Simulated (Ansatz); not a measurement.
# Phonons of YRh (Pm-3m) against volume

Does YRh (Pm-3m) expand much on heating, by its phonons?

Program: Ansatz 0.2.0. Level of theory: DFT PBEsol, scalar-relativistic, plane waves, PAW; PAW set soft_1. Results are calculated unless marked as measured.

Report form: the programs' logs are mostly left out.

### Step 1. The starting structure

Symmetry: Pm-3m, No. 221, cubic system. The conventional cell has a = 3.383 Å, b = 3.383 Å, c = 3.383 Å, α = 90.00°, β = 90.00°, γ = 90.00°. Nearest to Y lie 8 Rh at 2.93 Å. Rh has 8 Y at 2.93 Å nearest. Farther neighbours are not listed.

### Step 2. Response at finite wavevector

The cell comes from relaxations at this level that are not shown. Stability and thermal properties need the whole zone. Linear response on a 4×4×4 q mesh gives force constants as far as a supercell of that size would.

The input, input.yaml:

```yaml
crystal:
  lattice:
    - [3.3834636032, 0.0, 0.0]
    - [0.0, 3.3834636032, 0.0]
    - [0.0, 0.0, 3.3834636032]
  atoms:
    - { symbol: "Y", position: [0.5, 0.5, 0.5] }
    - { symbol: Rh, position: [0.0, 0.0, 0.0] }
kpoints:
  mp_grid: { grid: [12, 12, 12] }
hamiltonian:
  xc: pbesol
  pseudopotentials: { kind: paw, azcp: { folder: soft_1 }, xc_functional: pbe }
scf:
  occupations: { method: methfessel_paxton, width: 0.2 }
output:
  eigenvalues: true
phonons:
  method: dfpt
  qmesh: [4, 4, 4]
  temperatures: { t_max: 1000, t_step: 50 }
  qpath:
    path:
      - [[0.0, 0.0, 0.0], [0.0, 0.5, 0.0], [0.5, 0.5, 0.0], [0.0, 0.0, 0.0], [0.5, 0.5, 0.5], [0.0, 0.5, 0.0]]
      - [[0.5, 0.5, 0.5], [0.5, 0.5, 0.0]]
    npoints: 10
```

Launch:

```
ansatz run input.yaml --threads 4 --pin off --max-ram 10240MiB --backend cpu --events-out ev --progress --plain --runs-dir out
```

Wall time 7.8 min (4 threads of Arm Neoverse N1, shared host); peak memory 1.9 GiB; 30 min of CPU time.

Numbers from this step:

```yaml
volume_per_atom: 19.37 Å³
gap_on_the_k_mesh: 0 eV
sum_rule_residual_before_enforcement: 4.12e-5 eV/Å²
lowest_frequency_on_the_path: 0 cm⁻¹
point_group: m-3m
highest_frequency_on_the_path_or_at_a_solved_wavevector: 208.0 cm⁻¹
mean_frequency: 127.7 cm⁻¹
debye_temperature_second_moment: 249 K
logarithmic_mean_frequency: 120.9 cm⁻¹
highest_optical_mode_at_the_zone_centre_no_lo_to_term: 145.8 cm⁻¹
lowest_optical_zone_centre_mode: 145.8 cm⁻¹
lowest_mode_on_the_q_mesh_acoustic_modes_at_gamma_apart: 52.47 cm⁻¹
zero_point_energy_per_atom: 23.75 meV
heat_capacity_at_300_k: 24.11 J/(mol atoms K)
vibrational_entropy_at_300_k: 38.96 J/(mol atoms K)
```

Frequencies (cm⁻¹) solved at each irreducible wavevector; negative means imaginary. Frequencies by wavevector, by row:

| q in reciprocal lattice units | star | mode 1 | mode 2 | mode 3 | mode 4 | mode 5 | mode 6 |
| --- | --- | --- | --- | --- | --- | --- | --- |
| 0 0 0 | 1 | 0 | 0 | 0 | 145.8 | 145.8 | 145.8 |
| 0 0 0.25 | 6 | 52.5 | 52.5 | 95.2 | 134.1 | 134.1 | 181 |
| 0 0 -0.5 | 3 | 89.9 | 89.9 | 111.1 | 111.1 | 127.3 | 208 |
| 0 0.25 0.25 | 12 | 70.3 | 72.4 | 117 | 126.8 | 167.1 | 168.8 |
| 0 0.25 -0.5 | 12 | 91.3 | 101.1 | 102.6 | 115.8 | 159.1 | 203.2 |
| 0 -0.5 -0.5 | 3 | 90.9 | 95.2 | 95.2 | 116.2 | 192.1 | 192.1 |
| 0.25 0.25 0.25 | 8 | 88.7 | 88.7 | 118.1 | 158.2 | 158.2 | 165.1 |
| 0.25 0.25 -0.5 | 12 | 103.4 | 103.5 | 112 | 145.7 | 158.9 | 196.5 |
| 0.25 -0.5 -0.5 | 6 | 105.1 | 105.1 | 114 | 151 | 190.2 | 190.2 |
| -0.5 -0.5 -0.5 | 1 | 115.1 | 115.1 | 115.1 | 188.8 | 188.8 | 188.8 |

Symmetry leaves 10 wavevectors to solve. The lowest mode among them, the acoustic zeros apart, lies at q = (0, 0, 0.25) and is real, 52.5 cm⁻¹.

### Step 3. Relaxing at another volume, volume ratio 0.97

The volume is scaled by 0.97 and held; symmetry leaves nothing to relax, so this is a single point. The modes can then be followed against volume.

input.yaml, the sections that differ from step 2:

```yaml
crystal:
  lattice:
    - [3.3492848664, 0.0, 0.0]
    - [0.0, 3.3492848664, 0.0]
    - [0.0, 0.0, 3.3492848664]
  atoms:
    - { symbol: "Y", position: [0.5, 0.5, 0.5] }
    - { symbol: Rh, position: [0.0, 0.0, 0.0] }
output:
  forces: true
  stress: true
  eigenvalues: true
# kpoints, hamiltonian, scf: as in step 2
# phonons: removed
```

Wall time 1.6 s (4 threads); peak memory 0.36 GiB; 5.2 s of CPU time.

Numbers from this step:

- pressure: 3.961 GPa
- volume per atom: 18.79 Å³

The run ends at a pressure of 3.96 GPa.

### Step 4. Phonons at the other volume, volume ratio 0.97

The phonons are repeated at this volume on the same k and q meshes.

input.yaml: that of step 3 with these lines changed.

```diff
@@ -16,4 +16,11 @@
 output:
-  forces: true
-  stress: true
   eigenvalues: true
+phonons:
+  method: dfpt
+  qmesh: [4, 4, 4]
+  temperatures: { t_max: 1000, t_step: 50 }
+  qpath:
+    path:
+      - [[0.0, 0.0, 0.0], [0.0, 0.5, 0.0], [0.5, 0.5, 0.0], [0.0, 0.0, 0.0], [0.5, 0.5, 0.5], [0.0, 0.5, 0.0]]
+      - [[0.5, 0.5, 0.5], [0.5, 0.5, 0.0]]
+    npoints: 10
```

Elapsed: 7.7 min, on 4 threads; peak memory 2 GiB.

Numbers from this step:

```
sum-rule residual before enforcement                    : 3.04e-6 eV/Å²
highest frequency on the path or at a solved wavevector : 216.8 cm⁻¹
mean frequency                                          : 134.1 cm⁻¹
Debye temperature (second moment)                       : 261 K
logarithmic mean frequency                              : 126.8 cm⁻¹
highest optical mode at the zone centre (no LO-TO term) : 155.2 cm⁻¹
lowest optical zone-centre mode                         : 155.2 cm⁻¹
lowest mode on the q mesh (acoustic modes at Γ apart)   : 55.55 cm⁻¹
zero-point energy per atom                              : 24.95 meV
heat capacity at 300 K                                  : 24.02 J/(mol atoms K)
vibrational entropy at 300 K                            : 37.81 J/(mol atoms K)
```

Frequencies (cm⁻¹) solved at each irreducible wavevector; negative means imaginary. Frequencies by wavevector, by row:

| q in reciprocal lattice units | star | mode 1 | mode 2 | mode 3 | mode 4 | mode 5 | mode 6 |
| --- | --- | --- | --- | --- | --- | --- | --- |
| 0 0 0 | 1 | 0 | 0 | 0 | 155.2 | 155.2 | 155.2 |
| 0 0 0.25 | 6 | 55.5 | 55.5 | 99.9 | 142.4 | 142.4 | 189.9 |
| 0 0 -0.5 | 3 | 95.8 | 95.8 | 116.6 | 116.6 | 133.9 | 216.8 |
| 0 0.25 0.25 | 12 | 71.6 | 76.7 | 123.2 | 134.3 | 176.2 | 177.8 |
| 0 0.25 -0.5 | 12 | 97.6 | 105.3 | 105.4 | 121.2 | 169.4 | 212.9 |
| 0 -0.5 -0.5 | 3 | 97.4 | 97.9 | 97.9 | 120.8 | 203.3 | 203.3 |
| 0.25 0.25 0.25 | 8 | 92.2 | 92.2 | 123.1 | 167.4 | 167.4 | 173.7 |
| 0.25 0.25 -0.5 | 12 | 106.7 | 107.9 | 118.3 | 151.9 | 169.3 | 205.8 |
| 0.25 -0.5 -0.5 | 6 | 110 | 110 | 120.3 | 157.7 | 199.5 | 199.5 |
| -0.5 -0.5 -0.5 | 1 | 122.7 | 122.7 | 122.7 | 195.7 | 195.7 | 195.7 |

The highest optical mode at the zone centre (no LO-TO term) is 155.2 cm⁻¹, +9.4 cm⁻¹ against the base run.

### Step 5. Relaxing at another volume, volume ratio 1.03

The volume is scaled by 1.03 and held; symmetry leaves nothing to relax, so this is a single point. The modes can then be followed against volume.

input.yaml, the sections that differ from step 4:

```yaml
crystal:
  lattice:
    - [3.4169654216, 0.0, 0.0]
    - [0.0, 3.4169654216, 0.0]
    - [0.0, 0.0, 3.4169654216]
  atoms:
    - { symbol: "Y", position: [0.5, 0.5, 0.5] }
    - { symbol: Rh, position: [0.0, 0.0, 0.0] }
output:
  forces: true
  stress: true
  eigenvalues: true
# kpoints, hamiltonian, scf: as in step 4
# phonons: removed
```

Run time: 1.6 s. Hardware: 4 threads; peak memory 0.36 GiB.

Numbers from this step:

| Quantity | Value |
| --- | --- |
| pressure | -3.371 GPa |
| volume per atom | 19.95 Å³ |

The run ends at a pressure of -3.37 GPa.

### Step 6. Phonons at the other volume, volume ratio 1.03

input.yaml: that of step 5 with these lines changed.

```diff
@@ -16,4 +16,11 @@
 output:
-  forces: true
-  stress: true
   eigenvalues: true
+phonons:
+  method: dfpt
+  qmesh: [4, 4, 4]
+  temperatures: { t_max: 1000, t_step: 50 }
+  qpath:
+    path:
+      - [[0.0, 0.0, 0.0], [0.0, 0.5, 0.0], [0.5, 0.5, 0.0], [0.0, 0.0, 0.0], [0.5, 0.5, 0.5], [0.0, 0.5, 0.0]]
+      - [[0.5, 0.5, 0.5], [0.5, 0.5, 0.0]]
+    npoints: 10
```

Elapsed: 8 min, on 4 threads; peak memory 2 GiB; 31 min of CPU time.

This step gave:

```
sum-rule residual before enforcement                    : 9.12e-5 eV/Å²
highest frequency on the path or at a solved wavevector : 199.5 cm⁻¹
mean frequency                                          : 121.4 cm⁻¹
Debye temperature (second moment)                       : 236 K
logarithmic mean frequency                              : 115 cm⁻¹
highest optical mode at the zone centre (no LO-TO term) : 136.6 cm⁻¹
lowest optical zone-centre mode                         : 136.6 cm⁻¹
lowest mode on the q mesh (acoustic modes at Γ apart)   : 49.43 cm⁻¹
zero-point energy per atom                              : 22.57 meV
heat capacity at 300 K                                  : 24.19 J/(mol atoms K)
vibrational entropy at 300 K                            : 40.17 J/(mol atoms K)
```

Frequencies (cm⁻¹) solved at each irreducible wavevector; negative means imaginary. Frequencies by wavevector, by row:

| q in reciprocal lattice units | star | mode 1 | mode 2 | mode 3 | mode 4 | mode 5 | mode 6 |
| --- | --- | --- | --- | --- | --- | --- | --- |
| 0 0 0 | 1 | 0 | 0 | 0 | 136.6 | 136.6 | 136.6 |
| 0 0 0.25 | 6 | 49.4 | 49.4 | 90.8 | 126 | 126 | 172.4 |
| 0 0 -0.5 | 3 | 84.2 | 84.2 | 105.6 | 105.6 | 121 | 199.5 |
| 0 0.25 0.25 | 12 | 68.2 | 68.7 | 110.8 | 119.4 | 156.9 | 161.8 |
| 0 0.25 -0.5 | 12 | 85.1 | 96.4 | 99.8 | 110.3 | 149.3 | 194 |
| 0 -0.5 -0.5 | 3 | 84.5 | 92 | 92 | 111.2 | 181.6 | 181.6 |
| 0.25 0.25 0.25 | 8 | 85.2 | 85.2 | 112.7 | 149.3 | 149.3 | 157.2 |
| 0.25 0.25 -0.5 | 12 | 98.8 | 99.8 | 105.7 | 139.7 | 149 | 187.5 |
| 0.25 -0.5 -0.5 | 6 | 99.8 | 99.8 | 107.6 | 144.5 | 181.4 | 181.4 |
| -0.5 -0.5 -0.5 | 1 | 107.6 | 107.6 | 107.6 | 182.1 | 182.1 | 182.1 |

The highest optical mode at the zone centre (no LO-TO term) is 136.6 cm⁻¹, -9.2 cm⁻¹ against the base run.

### Step 7. Grüneisen parameters

The Grüneisen parameter of a mode is minus the logarithmic change of its frequency with volume, −d ln ω / d ln V; weighted by heat capacity it gives the expansion.

Numbers from this step:

```
bulk modulus : 122.2 GPa
```

The phonon branches at the labelled points (cm⁻¹):

| point | branch 1 | branch 2 | branch 3 | branch 4 | branch 5 | branch 6 |
| --- | --- | --- | --- | --- | --- | --- |
| Γ | 0 | 0 | 0 | 146 | 146 | 146 |
| halfway | 52 | 52 | 95 | 134 | 134 | 181 |
| X | 90 | 90 | 111 | 111 | 127 | 208 |
| halfway | 91 | 101 | 103 | 116 | 159 | 203 |
| M | 91 | 95 | 95 | 116 | 192 | 192 |
| halfway | 70 | 72 | 117 | 127 | 167 | 169 |
| Γ | 0 | 0 | 0 | 146 | 146 | 146 |
| halfway | 89 | 89 | 118 | 158 | 158 | 165 |
| R | 115 | 115 | 115 | 189 | 189 | 189 |
| halfway | 103 | 104 | 112 | 146 | 159 | 196 |
| X | 90 | 90 | 111 | 111 | 127 | 208 |
| jump to R | 115 | 115 | 115 | 189 | 189 | 189 |
| halfway | 105 | 105 | 114 | 151 | 190 | 190 |
| M | 91 | 95 | 95 | 116 | 192 | 192 |

The same for volume x 0.97:

| point | branch 1 | branch 2 | branch 3 | branch 4 | branch 5 | branch 6 |
| --- | --- | --- | --- | --- | --- | --- |
| Γ | 0 | 0 | 0 | 155 | 155 | 155 |
| X | 96 | 96 | 117 | 117 | 134 | 217 |
| M | 97 | 98 | 98 | 121 | 203 | 203 |
| Γ | 0 | 0 | 0 | 155 | 155 | 155 |
| R | 123 | 123 | 123 | 196 | 196 | 196 |
| X | 96 | 96 | 117 | 117 | 134 | 217 |
| R | 123 | 123 | 123 | 196 | 196 | 196 |
| M | 97 | 98 | 98 | 121 | 203 | 203 |

The same for volume x 1.03:

| point | branch 1 | branch 2 | branch 3 | branch 4 | branch 5 | branch 6 |
| --- | --- | --- | --- | --- | --- | --- |
| Γ | 0 | 0 | 0 | 137 | 137 | 137 |
| X | 84 | 84 | 106 | 106 | 121 | 200 |
| M | 84 | 92 | 92 | 111 | 182 | 182 |
| Γ | 0 | 0 | 0 | 137 | 137 | 137 |
| R | 108 | 108 | 108 | 182 | 182 | 182 |
| X | 84 | 84 | 106 | 106 | 121 | 200 |
| R | 108 | 108 | 108 | 182 | 182 | 182 |
| M | 84 | 92 | 92 | 111 | 182 | 182 |

Mode Grueneisen parameter -dln(w)/dln(V), modes matched by rank; at Γ the acoustic branches take the value of a neighbouring point of the path. Mode grüneisen parameters along the path, in :

| point | branch 1 | branch 2 | branch 3 | branch 4 | branch 5 | branch 6 |
| --- | --- | --- | --- | --- | --- | --- |
| Γ | 2.06 | 2.06 | 1.36 | 2.13 | 2.13 | 2.13 |
| halfway | 1.97 | 1.97 | 1.59 | 2.04 | 2.04 | 1.61 |
| X | 2.15 | 2.15 | 1.65 | 1.65 | 1.69 | 1.39 |
| halfway | 2.28 | 1.47 | 0.91 | 1.57 | 2.10 | 1.55 |
| M | 2.37 | 1.04 | 1.04 | 1.37 | 1.88 | 1.88 |
| halfway | 0.81 | 1.84 | 1.77 | 1.96 | 1.93 | 1.57 |
| Γ | 2.12 | 0.18 | 1.92 | 2.13 | 2.13 | 2.13 |
| halfway | 1.32 | 1.32 | 1.47 | 1.90 | 1.90 | 1.66 |
| R | 2.19 | 2.19 | 2.19 | 1.20 | 1.20 | 1.20 |
| halfway | 1.28 | 1.30 | 1.88 | 1.40 | 2.13 | 1.56 |
| X | 2.15 | 2.15 | 1.65 | 1.65 | 1.69 | 1.39 |
| jump to R | 2.19 | 2.19 | 2.19 | 1.20 | 1.20 | 1.20 |
| halfway | 1.62 | 1.62 | 1.86 | 1.46 | 1.58 | 1.58 |
| M | 2.37 | 1.04 | 1.04 | 1.37 | 1.88 | 1.88 |

(dS/dlnV)/C_V. Thermodynamic Grueneisen parameter against temperature:

| temperature (K) | thermodynamic Grueneisen parameter |
| --- | --- |
| 50 | 1.58 |
| 100 | 1.62 |
| 150 | 1.63 |
| 200 | 1.63 |
| 250 | 1.64 |
| 300 | 1.64 |
| 350 | 1.64 |
| 400 | 1.64 |
| 450 | 1.64 |
| 500 | 1.64 |
| 550 | 1.64 |
| 600 | 1.64 |
| 650 | 1.64 |
| 700 | 1.64 |
| 750 | 1.64 |
| 800 | 1.64 |
| 850 | 1.64 |
| 900 | 1.64 |
| 950 | 1.64 |
| 1000 | 1.64 |

Gamma C_V/(B V) at the static volume. Volume expansion against temperature:

| temperature (K) | volume expansion (1e-6/K) |
| --- | --- |
| 50 | 10.9 |
| 100 | 21.4 |
| 150 | 25.0 |
| 200 | 26.5 |
| 250 | 27.2 |
| 300 | 27.7 |
| 350 | 27.9 |
| 400 | 28.1 |
| 450 | 28.2 |
| 500 | 28.3 |
| 550 | 28.4 |
| 600 | 28.4 |
| 650 | 28.4 |
| 700 | 28.5 |
| 750 | 28.5 |
| 800 | 28.5 |
| 850 | 28.5 |
| 900 | 28.5 |
| 950 | 28.6 |
| 1000 | 28.6 |

### Step 8. Outcome

```yaml
bulk_modulus: 122 GPa
thermodynamic_grueneisen_parameter_at_300_k: 1.635
volume_expansion_at_300_k_estimated: 27.66 × 10⁻⁶ K⁻¹
```

**Reading.** By this estimate the volume grows by 27.7 × 10⁻⁶ per kelvin at 300 K. The highest optical mode at Γ goes from 155 to 137 cm⁻¹ as the cell grows, a Grüneisen parameter of 2.13. Mode parameters on the path run from 0.18 to 2.4, with a median of 1.7. Branches are matched by rank, so values near crossings are rough. The expansion is the Grüneisen estimate at the static volume, with the static bulk modulus. With no gap, or one that is small against the smearing, the frequencies hang on the k mesh and the smearing, most of all near Kohn anomalies. The PAW files were made for PBE and serve the other functionals too.

[Logs are printed without paths, hosts, clocks, repeated set-up lines and the standing remarks that a program may print on its own settings, such as how far it seeks lower states.]

[Hosts, paths, dates, database ids (printed as entryN), source tags and the programs' standing remarks are cut or masked in the printed files.]
